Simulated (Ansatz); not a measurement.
# The perfect Al wire along [100], 9 atoms a period

Wanted: the relaxed geometry and the bands of the Al wire along [100], 9 atoms a period.

Main program and level: Ansatz 0.2.0; DFT PBE, plane waves, PAW; relaxation of a wire's period; PAW set soft_1, in the first sound run; inputs show where later runs differ.

## Step 1: The structure

The cell holds 9 atoms: 9 Al. Cell: a = 10.840 Å, b = 10.840 Å, c = 4.040 Å, α = 90.0°, β = 90.0°, γ = 90.0°. Vacuum lies along a and b. The structure's axis is c.

## Step 2: Relaxing the period

Band widths follow the bond lengths, so the wire is relaxed first. The atoms and the third cell vector are free; the box across stays fixed as vacuum. A Fermi-Dirac smearing is set since the result may be a metal. The pressure printed is a third of the stress's trace over the whole box, vacuum included; only the stress along the axis is relaxed.

input.yaml

```yaml
crystal:
  lattice:
    - [10.84, 0.0, 0.0]
    - [0.0, 10.84, 0.0]
    - [0.0, 0.0, 4.04]
  atoms:
    - { symbol: Al, position: [0.313653137, 0.313653137, 0.0] }
    - { symbol: Al, position: [0.313653137, 0.686346863, 0.0] }
    - { symbol: Al, position: [0.5, 0.5, 0.0] }
    - { symbol: Al, position: [0.686346863, 0.313653137, 0.0] }
    - { symbol: Al, position: [0.686346863, 0.686346863, 0.0] }
    - { symbol: Al, position: [0.313653137, 0.5, 0.5] }
    - { symbol: Al, position: [0.5, 0.313653137, 0.5] }
    - { symbol: Al, position: [0.5, 0.686346863, 0.5] }
    - { symbol: Al, position: [0.686346863, 0.5, 0.5] }
kpoints:
  mp_grid: { grid: [1, 1, 20] }
scf:
  occupations: { method: fermi_dirac, width: 0.05 }
hamiltonian:
  xc: pbe
  pseudopotentials: { kind: paw, azcp: { folder: soft_1 } }
relax:
  cell: { fix: [a, b, alpha, beta, gamma] }
  max_steps: 45
  f_tol: 0.03
```

Run with:

```console
$ ansatz run input.yaml --threads 4 --pin off --max-ram 16384MiB --backend cpu --events-out ev --progress --plain --runs-dir out
```

Numbers of over 12 decimals in the logs are rounded to 6 here.

What it wrote:

```text
Engine: ansatz 0.2.0, aarch64-unknown-linux-gnu
Pseudopotentials: kind: paw
Pseudopotential: Al, paw, valence charge 3, recommended cutoff 420 eV (normal), soft_1/Al.paw.azcp
Functional definition: PBE
  parameter kappa = 0.804
  parameter beta = 0.066725
  exchange = pbe_x(kappa = kappa, mu = beta*pi^2/3)
  correlation = pbe_c(beta = beta)
Crystal: 9 atoms, lattice volume = 474.723 Å³
Basis set: ecut = 420 eV, 9341 PW (Γ), exchange–correlation on 150×150×60 points (8 copies of the dense FFT grid, shifted against one another)
Bands: 23, of which v1, the nominal top of the filled ones, is band 14 counted from 1 (13 counted from 0)
Symmetry: 16 space group operations
Space group: P4/mmm (ITA 123), of the structure as read, at distance tolerance 7.8e-5 Å
k-points: 11 of 20
Non-local potential: Al, projectors of the file, l = 0: 2, l = 1: 2, l = 2: 1
PAW form: soft (Blöchl's): semilocal exchange-correlation on the pseudo side does not see the compensation charge
PAW one-centre angular grid: Al, 110 points (default); XC on 64 Gauss nodes
Initial density: superposition of atomic densities (neutral atoms: chi_scale 0, normalization atom)
Initial wavefunctions: pseudopotential atomic-orbital guess
Functional: x = pbe(κ = 0.804, μ = 0.219515), c = pbe(β = 0.066725)
SCF iter   1: F=—  HF=-4833.578238 eV  |F-HF|=—  |Δ(HF+E_count)|=         —  Δρ=1.78e-2  dr2=1.20e1  ethr=3.10e-3  ⟨swp⟩=9.1  Hψ=1683  notcnv=0
preconditioner: auto → LDOS  [insulator: Δε(μ)=0.151 eV  Ē_g=5.630 eV  σ=0.050 eV  W_gap=0.62  n_scr=34 (ndim 8)  ℏωp=8.9 eV  f_vac=0.290  D(μ)=4.48/eV (n_scr^D=20)  ε∞_Penn≈3.5  β→1.0]
SCF iter   2: F=—  HF=-4831.724369 eV  |F-HF|=—  |Δ(HF+E_count)|=    1.85e0  Δρ=1.20e-2  dr2=2.72e0  ethr=3.10e-3  ⟨swp⟩=4.0  Hψ=725  notcnv=0  defer=21
SCF iter   3: F=—  HF=-4831.391742 eV  |F-HF|=—  |Δ(HF+E_count)|=   3.33e-1  Δρ=1.49e-3  dr2=2.61e-2  ethr=3.10e-3  ⟨swp⟩=3.8  Hψ=634  notcnv=0  defer=16
SCF iter   4: F=—  HF=-4831.391406 eV  |F-HF|=—  |Δ(HF+E_count)|=   3.35e-4  Δρ=2.62e-4  dr2=1.38e-3  ethr=9.66e-5  ⟨swp⟩=2.4  Hψ=414  notcnv=0  defer=16
SCF iter   5: F=—  HF=-4831.391352 eV  |F-HF|=—  |Δ(HF+E_count)|=   5.37e-5  Δρ=6.77e-5  dr2=4.17e-5  ethr=5.12e-6  ⟨swp⟩=2.2  Hψ=371  notcnv=0  defer=16
SCF iter   6: F=—  HF=-4831.391386 eV  |F-HF|=—  |Δ(HF+E_count)|=   3.34e-5  Δρ=1.55e-5  dr2=2.01e-6  ethr=1.54e-7  ⟨swp⟩=2.3  Hψ=412  notcnv=0  defer=16
SCF iter   7: F=-4831.391387 eV  HF=-4831.391387 eV  |F-HF|=3.19e-8  |Δ(HF+E_count)|=   1.05e-6  Δρ=2.90e-6  dr2=4.11e-8  ethr=3.70e-10  ⟨swp⟩=5.9  Hψ=973  notcnv=0
SCF 1 converged in 7 iterations: F = -4831.391387 eV  dr2 = 4.11e-8
  greatest PAW one-centre occupation: 0.526 electrons in one spin orbital (limit 2), on the Al atom at site 3 (counted from 0), in its partial waves of l = 0
relax step   1: F+E_penalty+E_count = -4831.39138693 eV  Δ(F+E_penalty+E_count) = +0.000e0 eV  max|allowed force component| = 3.688e-1 eV/Å  Δτ_max = 0.0000 Å  P = -1.358 GPa  Ω = 474.723 Å³  fix = [a, b, alpha, beta, gamma]  reactions: a -0.650, b -0.650 GPa  (7 SCF iters, dr2 threshold 1.00e-7 eV, accepted)
Crystal: 9 atoms, lattice volume = 451.608 Å³
Basis set: ecut = 420 eV, 8877 PW (Γ), exchange–correlation on 150×150×60 points (8 copies of the dense FFT grid, shifted against one another)
Initial density: handed on by an earlier stage of this run
Initial wavefunctions: those handed on with the density
iter 1 solved again at ethr=7.08e-4 eV; its pass at ethr=3.10e-3 eV (dr2=1.91e-1 eV) is discarded
SCF iter   1: F=—  HF=-4831.825491 eV  |F-HF|=—  |Δ(HF+E_count)|=         —  Δρ=2.73e-3  dr2=2.02e-1  ethr=7.08e-4  ⟨swp⟩=1.4  Hψ=1755  notcnv=0
preconditioner: auto → LDOS  [insulator: Δε(μ)=0.238 eV  Ē_g=5.503 eV  σ=0.050 eV  W_gap=0.72  n_scr=26 (ndim 8)  ℏωp=9.1 eV  f_vac=0.352  D(μ)=2.02/eV (n_scr^D=8)  ε∞_Penn≈3.7  β→1.0]
SCF iter   2: F=—  HF=-4831.827594 eV  |F-HF|=—  |Δ(HF+E_count)|=   2.10e-3  Δρ=2.88e-3  dr2=2.87e-1  ethr=7.08e-4  ⟨swp⟩=3.8  Hψ=623  notcnv=0
SCF iter   3: F=—  HF=-4831.776773 eV  |F-HF|=—  |Δ(HF+E_count)|=   5.08e-2  Δρ=2.73e-4  dr2=6.08e-4  ethr=7.08e-4  ⟨swp⟩=2.1  Hψ=453  notcnv=0  defer=16
SCF iter   4: F=—  HF=-4831.776862 eV  |F-HF|=—  |Δ(HF+E_count)|=   8.95e-5  Δρ=7.23e-5  dr2=3.68e-5  ethr=2.25e-6  ⟨swp⟩=2.5  Hψ=434  notcnv=0  defer=16
SCF iter   5: F=—  HF=-4831.776883 eV  |F-HF|=—  |Δ(HF+E_count)|=   2.04e-5  Δρ=1.85e-5  dr2=2.08e-6  ethr=1.36e-7  ⟨swp⟩=2.4  Hψ=397  notcnv=0  defer=16
SCF iter   6: F=-4831.776886 eV  HF=-4831.776886 eV  |F-HF|=1.09e-9  |Δ(HF+E_count)|=   2.99e-6  Δρ=2.87e-6  dr2=5.53e-8  ethr=3.33e-9  ⟨swp⟩=5.0  Hψ=885  notcnv=0
SCF 2 converged in 6 iterations: F = -4831.776886 eV  dr2 = 5.53e-8
  greatest PAW one-centre occupation: 0.520 electrons in one spin orbital (limit 2), on the Al atom at site 4 (counted from 0), in its partial waves of l = 0
relax step   2: F+E_penalty+E_count = -4831.77688586 eV  Δ(F+E_penalty+E_count) = -3.855e-1 eV  max|allowed force component| = 1.133e-1 eV/Å  Δτ_max = 0.0808 Å  P = -0.204 GPa  Ω = 451.608 Å³  energy of the carried Pulay correction = +1.539e-3 eV  fix = [a, b, alpha, beta, gamma]  reactions: a -0.189, b -0.189 GPa  (6 SCF iters, dr2 threshold 9.00e-7 eV, accepted)
Crystal: 9 atoms, lattice volume = 450.990 Å³
Basis set: ecut = 420 eV, 8861 PW (Γ), exchange–correlation on 150×150×60 points (8 copies of the dense FFT grid, shifted against one another)
iter 1 solved again at ethr=5.04e-5 eV; its pass at ethr=3.10e-3 eV (dr2=1.36e-2 eV) is discarded
SCF iter   1: F=—  HF=-4831.782700 eV  |F-HF|=—  |Δ(HF+E_count)|=         —  Δρ=7.76e-4  dr2=1.53e-2  ethr=5.04e-5  ⟨swp⟩=2.4  Hψ=1725  notcnv=0
preconditioner: auto → LDOS  [insulator: Δε(μ)=0.261 eV  Ē_g=5.542 eV  σ=0.050 eV  W_gap=0.74  n_scr=26 (ndim 8)  ℏωp=9.1 eV  f_vac=0.369  D(μ)=1.93/eV (n_scr^D=8)  ε∞_Penn≈3.7  β→1.0]
SCF iter   2: F=—  HF=-4831.782000 eV  |F-HF|=—  |Δ(HF+E_count)|=   7.00e-4  Δρ=6.57e-4  dr2=1.66e-2  ethr=5.04e-5  ⟨swp⟩=2.3  Hψ=476  notcnv=0
SCF iter   3: F=—  HF=-4831.779247 eV  |F-HF|=—  |Δ(HF+E_count)|=   2.75e-3  Δρ=1.19e-4  dr2=4.24e-4  ethr=5.04e-5  ⟨swp⟩=2.0  Hψ=344  notcnv=0
SCF iter   4: F=—  HF=-4831.779038 eV  |F-HF|=—  |Δ(HF+E_count)|=   2.10e-4  Δρ=2.29e-5  dr2=7.07e-6  ethr=1.57e-6  ⟨swp⟩=2.2  Hψ=406  notcnv=0
SCF iter   5: F=-4831.779039 eV  HF=-4831.779039 eV  |F-HF|=9.30e-8  |Δ(HF+E_count)|=   1.29e-6  Δρ=3.75e-6  dr2=8.08e-8  ethr=2.97e-9  ⟨swp⟩=5.5  Hψ=898  notcnv=0
SCF 3 converged in 5 iterations: F = -4831.779039 eV  dr2 = 8.08e-8
  greatest PAW one-centre occupation: 0.520 electrons in one spin orbital (limit 2), on the Al atom at site 3 (counted from 0), in its partial waves of l = 0
relax step   3: F+E_penalty+E_count = -4831.77903901 eV  Δ(F+E_penalty+E_count) = -2.153e-3 eV  max|allowed force component| = 1.000e-1 eV/Å  Δτ_max = 0.0577 Å  P = +0.370 GPa  Ω = 450.990 Å³  energy of the carried Pulay correction = +1.582e-3 eV  fix = [a, b, alpha, beta, gamma]  reactions: a +0.491, b +0.491 GPa  (5 SCF iters, dr2 threshold 8.02e-7 eV, accepted)
Crystal: 9 atoms, lattice volume = 449.302 Å³
Basis set: ecut = 420 eV, 8789 PW (Γ), exchange–correlation on 150×150×60 points (8 copies of the dense FFT grid, shifted against one another)
iter 1 solved again at ethr=4.28e-5 eV; its pass at ethr=3.10e-3 eV (dr2=1.16e-2 eV) is discarded
SCF iter   1: F=—  HF=-4831.784821 eV  |F-HF|=—  |Δ(HF+E_count)|=         —  Δρ=6.73e-4  dr2=1.12e-2  ethr=4.28e-5  ⟨swp⟩=2.0  Hψ=1591  notcnv=0
preconditioner: auto → LDOS  [metal: Δε(μ)=0.089 eV  Ē_g=5.466 eV  σ=0.050 eV  W_gap=0.39  n_scr=26 (ndim 8)  ℏωp=9.1 eV  f_vac=0.358  D(μ)=3.60/eV (n_scr^D=12)  β→1.0]
SCF iter   2: F=—  HF=-4831.782975 eV  |F-HF|=—  |Δ(HF+E_count)|=   1.85e-3  Δρ=3.98e-4  dr2=3.72e-3  ethr=4.16e-5  ⟨swp⟩=2.0  Hψ=398  notcnv=0
SCF iter   3: F=—  HF=-4831.782533 eV  |F-HF|=—  |Δ(HF+E_count)|=   4.41e-4  Δρ=1.01e-4  dr2=2.81e-4  ethr=1.38e-5  ⟨swp⟩=2.5  Hψ=358  notcnv=0
SCF iter   4: F=—  HF=-4831.782362 eV  |F-HF|=—  |Δ(HF+E_count)|=   1.71e-4  Δρ=2.10e-5  dr2=7.42e-6  ethr=1.04e-6  ⟨swp⟩=2.4  Hψ=358  notcnv=0
SCF iter   5: F=-4831.782362 eV  HF=-4831.782362 eV  |F-HF|=3.54e-8  |Δ(HF+E_count)|=   1.61e-7  Δρ=4.30e-6  dr2=1.14e-7  ethr=2.32e-9  ⟨swp⟩=3.9  Hψ=1073  notcnv=0
SCF 4 converged in 5 iterations: F = -4831.782362 eV  dr2 = 1.14e-7
  greatest PAW one-centre occupation: 0.519 electrons in one spin orbital (limit 2), on the Al atom at site 4 (counted from 0), in its partial waves of l = 0
relax step   4: F+E_penalty+E_count = -4831.78236197 eV  Δ(F+E_penalty+E_count) = -3.323e-3 eV  max|allowed force component| = 9.923e-2 eV/Å  Δτ_max = 0.0368 Å  P = +0.010 GPa  Ω = 449.302 Å³  energy of the carried Pulay correction = +1.697e-3 eV  fix = [a, b, alpha, beta, gamma]  reactions: a -0.030, b -0.030 GPa  (5 SCF iters, dr2 threshold 6.26e-7 eV, accepted)
Crystal: 9 atoms, lattice volume = 450.796 Å³
iter 1 solved again at ethr=4.26e-6 eV; its pass at ethr=3.10e-3 eV (dr2=1.15e-3 eV) is discarded
SCF iter   1: F=—  HF=-4831.788304 eV  |F-HF|=—  |Δ(HF+E_count)|=         —  Δρ=3.05e-4  dr2=1.48e-3  ethr=4.26e-6  ⟨swp⟩=2.7  Hψ=1726  notcnv=0
preconditioner: auto → LDOS  [insulator: Δε(μ)=0.173 eV  Ē_g=5.487 eV  σ=0.050 eV  W_gap=0.63  n_scr=26 (ndim 8)  ℏωp=9.1 eV  f_vac=0.363  D(μ)=2.47/eV (n_scr^D=8)  ε∞_Penn≈3.7  β→1.0]
SCF iter   2: F=—  HF=-4831.788154 eV  |F-HF|=—  |Δ(HF+E_count)|=   1.50e-4  Δρ=1.73e-4  dr2=9.55e-4  ethr=4.26e-6  ⟨swp⟩=2.0  Hψ=390  notcnv=0
SCF iter   3: F=—  HF=-4831.787992 eV  |F-HF|=—  |Δ(HF+E_count)|=   1.61e-4  Δρ=4.44e-5  dr2=4.90e-5  ethr=3.54e-6  ⟨swp⟩=2.2  Hψ=334  notcnv=0
SCF iter   4: F=—  HF=-4831.787839 eV  |F-HF|=—  |Δ(HF+E_count)|=   1.53e-4  Δρ=1.15e-5  dr2=1.01e-6  ethr=1.81e-7  ⟨swp⟩=2.0  Hψ=385  notcnv=0
SCF iter   5: F=-4831.787840 eV  HF=-4831.787840 eV  |F-HF|=6.36e-8  |Δ(HF+E_count)|=   1.98e-7  Δρ=2.78e-6  dr2=3.75e-8  ethr=2.28e-9  ⟨swp⟩=5.1  Hψ=850  notcnv=0
SCF 5 converged in 5 iterations: F = -4831.787840 eV  dr2 = 3.75e-8
relax step   5: F+E_penalty+E_count = -4831.78783968 eV  Δ(F+E_penalty+E_count) = -5.478e-3 eV  max|allowed force component| = 7.476e-3 eV/Å  Δτ_max = 0.0231 Å  P = +0.063 GPa  Ω = 450.796 Å³  energy of the carried Pulay correction = +1.595e-3 eV  fix = [a, b, alpha, beta, gamma]  reactions: a +0.093, b +0.093 GPa  (5 SCF iters, dr2 threshold 6.15e-7 eV, accepted)
Basis set: ecut = 420 eV, 8861 PW (Γ), exchange–correlation on 150×150×54 points (8 copies of the dense FFT grid, shifted against one another)
Initial wavefunctions: pseudopotential atomic-orbital guess (no wavefunctions were taken with the density)
iter 1 solved again at ethr=1.77e-6 eV; its pass at ethr=3.10e-3 eV (dr2=4.79e-4 eV) is discarded
SCF iter   1: F=—  HF=-4831.787053 eV  |F-HF|=—  |Δ(HF+E_count)|=         —  Δρ=1.68e-5  dr2=1.65e-7  ethr=1.77e-6  ⟨swp⟩=3.0  Hψ=2339  notcnv=0
eigensolver tolerance schedule: the retry pair's looser diagonalisation over-reported the residual by 2903.59 of it (diagonalisation noise at an unbounded share of the residual, at the tolerance the schedule requests for it); recorded, not acted on — ethr = c·dr2/N_el stays at c = 1.0e-1
preconditioner: auto → LDOS  [insulator: Δε(μ)=0.172 eV  Ē_g=5.485 eV  σ=0.050 eV  W_gap=0.63  n_scr=26 (ndim 8)  ℏωp=9.1 eV  f_vac=0.363  D(μ)=2.49/eV (n_scr^D=8)  ε∞_Penn≈3.7  β→1.0]
SCF iter   2: F=—  HF=-4831.786834 eV  |F-HF|=—  |Δ(HF+E_count)|=   2.19e-4  Δρ=1.68e-6  dr2=2.70e-8  ethr=6.11e-10  ⟨swp⟩=3.5  Hψ=573  notcnv=0
SCF iter   3: F=—  HF=-4831.786834 eV  |F-HF|=—  |Δ(HF+E_count)|=   4.85e-9  Δρ=6.59e-7  dr2=1.33e-8  ethr=1.00e-10  ⟨swp⟩=2.0  Hψ=348  notcnv=0
SCF iter   4: F=—  HF=-4831.786834 eV  |F-HF|=—  |Δ(HF+E_count)|=   1.56e-9  Δρ=1.93e-7  dr2=3.38e-10  ethr=4.94e-11  ⟨swp⟩=2.1  Hψ=325  notcnv=0
SCF iter   5: F=-4831.786834 eV  HF=-4831.786834 eV  |F-HF|=1.18e-11  |Δ(HF+E_count)|=  9.82e-11  Δρ=8.19e-8  dr2=4.68e-11  ethr=1.00e-12  ⟨swp⟩=5.2  Hψ=888  notcnv=0
SCF 6 converged in 5 iterations: F = -4831.786834 eV  dr2 = 4.68e-11
relax step   6: F+E_penalty+E_count = -4831.78683435 eV  Δ(F+E_penalty+E_count) = +1.005e-3 eV  max|allowed force component| = 7.424e-3 eV/Å  Δτ_max = 0.0000 Å  P = +0.059 GPa  Ω = 450.796 Å³  fix = [a, b, alpha, beta, gamma]  reactions: a +0.091, b +0.091 GPa  stress off target by 5.01e-3 GPa on what of the cell is left free  SCF on the basis re-selected at this cell (its energy is not comparable with the rows above)  (5 SCF iters)
basis re-selected at this cell: Δ(F+E_penalty+E_count) = +1.005e-3 eV, ΔP = -0.004 GPa vs the last step (what re-selecting the basis moved, of the pressure what is left beyond the Pulay correction that the steps carried, after the strain that the cell walked since its last selection, with what the two solves' SCF thresholds leave and, on support functions, any second-order correction that the steps lacked; it is no measure of the basis error at this ecutwfc). The dense FFT grid was sized anew with the basis: this SCF ran on 75×75×27 points, the steps before it on 75×75×30, so part of this shift can come from that change (see relax.cell in the input reference). [rest of the remark cut]
SCF converged after 5 iterations
Free energy (F): -4831.786834 eV
Harris-Foulkes:  -4831.786834 eV  (|F-HF|=1.18e-11)
Internal energy: -4831.765662 eV  (E = F + TS)
E sigma→0 (E₀):  -4831.776248 eV
Entropy (-TS):   -0.021172 eV (-2.352 meV/atom)
Fermi energy:    -0.052763 eV
--- Per-component energies (eV) ---
  E_band       = -100.598697
  E_kinetic    = 183.549053
  E_local      = -1243.031664  (includes V_loc(G=0)·N_el)
  E_nonlocal   = 94.824252
  E_hartree    = 570.614439
  E_xc         = -326.640818
  E_vxc        = -245.275126  (∫ρ·V_xc dr)
  E_paw        = -4224.907216  (= ΣΔE_a)
  E_vpaw       = -31.894298  (= ΣTr[D̂ρ^β])
  E_aug_tail   = -0.000016  (compensation charges beyond the density's cutoff)
  E_ewald      = 113.826309
  E_smearing   = -0.021172  (= −TS)
  E_closure    = 0.000000  (closes the sum)
  Σ components = -4831.786834   (vs F -4831.786834, Δ=0.00e0)
--- Forces (eV/Å), atoms counted from 1 ---
  atom   1  Al     0.00430386     0.00430386     0.00000000
  atom   2  Al     0.00430386    -0.00430386     0.00000000
  atom   3  Al    -0.00000000     0.00000000     0.00000000
  atom   4  Al    -0.00430386     0.00430386     0.00000000
  atom   5  Al    -0.00430386    -0.00430386     0.00000000
  atom   6  Al     0.00742394     0.00000000     0.00000000
  atom   7  Al     0.00000000     0.00742394     0.00000000
  atom   8  Al     0.00000000    -0.00742394     0.00000000
  atom   9  Al    -0.00742394     0.00000000     0.00000000
  max |Σ_I F_I| component: 2.60e-18 eV/Å
--- Stress (GPa, compression-positive) ---
        0.090814       0.000000       0.000000
        0.000000       0.090814       0.000000
        0.000000       0.000000      -0.005013
  P = ⅓ Tr σ = 0.0589 GPa (0.589 kbar)
--- Relaxed structure (5 steps of the walk, 5 accepted, 1 SCFs on fresh bases) ---
  F+E_penalty+E_count = -4831.78683435 eV   max|allowed force component| = 7.424e-3 eV/Å   (the final SCF, on the basis selected at the relaxed cell)
  cell:  # Å, volume = 450.7959 Å³
    - [10.84, 0.0, 0.0]
    - [0.0, 10.84, 0.0]
    - [0.0, 0.0, 3.836378]
  atoms:
    - { symbol: Al, position: [0.320928, 0.320928, 0.0] }
    - { symbol: Al, position: [0.320928, 0.679072, 0.0] }
    - { symbol: Al, position: [0.5, 0.5, 0.0] }
    - { symbol: Al, position: [0.679072, 0.320928, 0.0] }
    - { symbol: Al, position: [0.679072, 0.679072, 0.0] }
    - { symbol: Al, position: [0.307200, 0.5, 0.5] }
    - { symbol: Al, position: [0.5, 0.307200, 0.5] }
    - { symbol: Al, position: [0.5, 0.692800, 0.5] }
    - { symbol: Al, position: [0.692800, 0.5, 0.5] }
```

Wall time 9.1 s (4 threads of Arm Neoverse V2, shared host); peak memory 0.75 GiB.

(Continued in part 2 of 2.)

[Logs are printed without paths, hosts, clocks, repeated set-up lines and the standing remarks that a program may print on its own settings, such as how far it seeks lower states.]

[Hosts, paths, dates, database ids (printed as entryN), source tags and the programs' standing remarks are cut or masked in the printed files.]
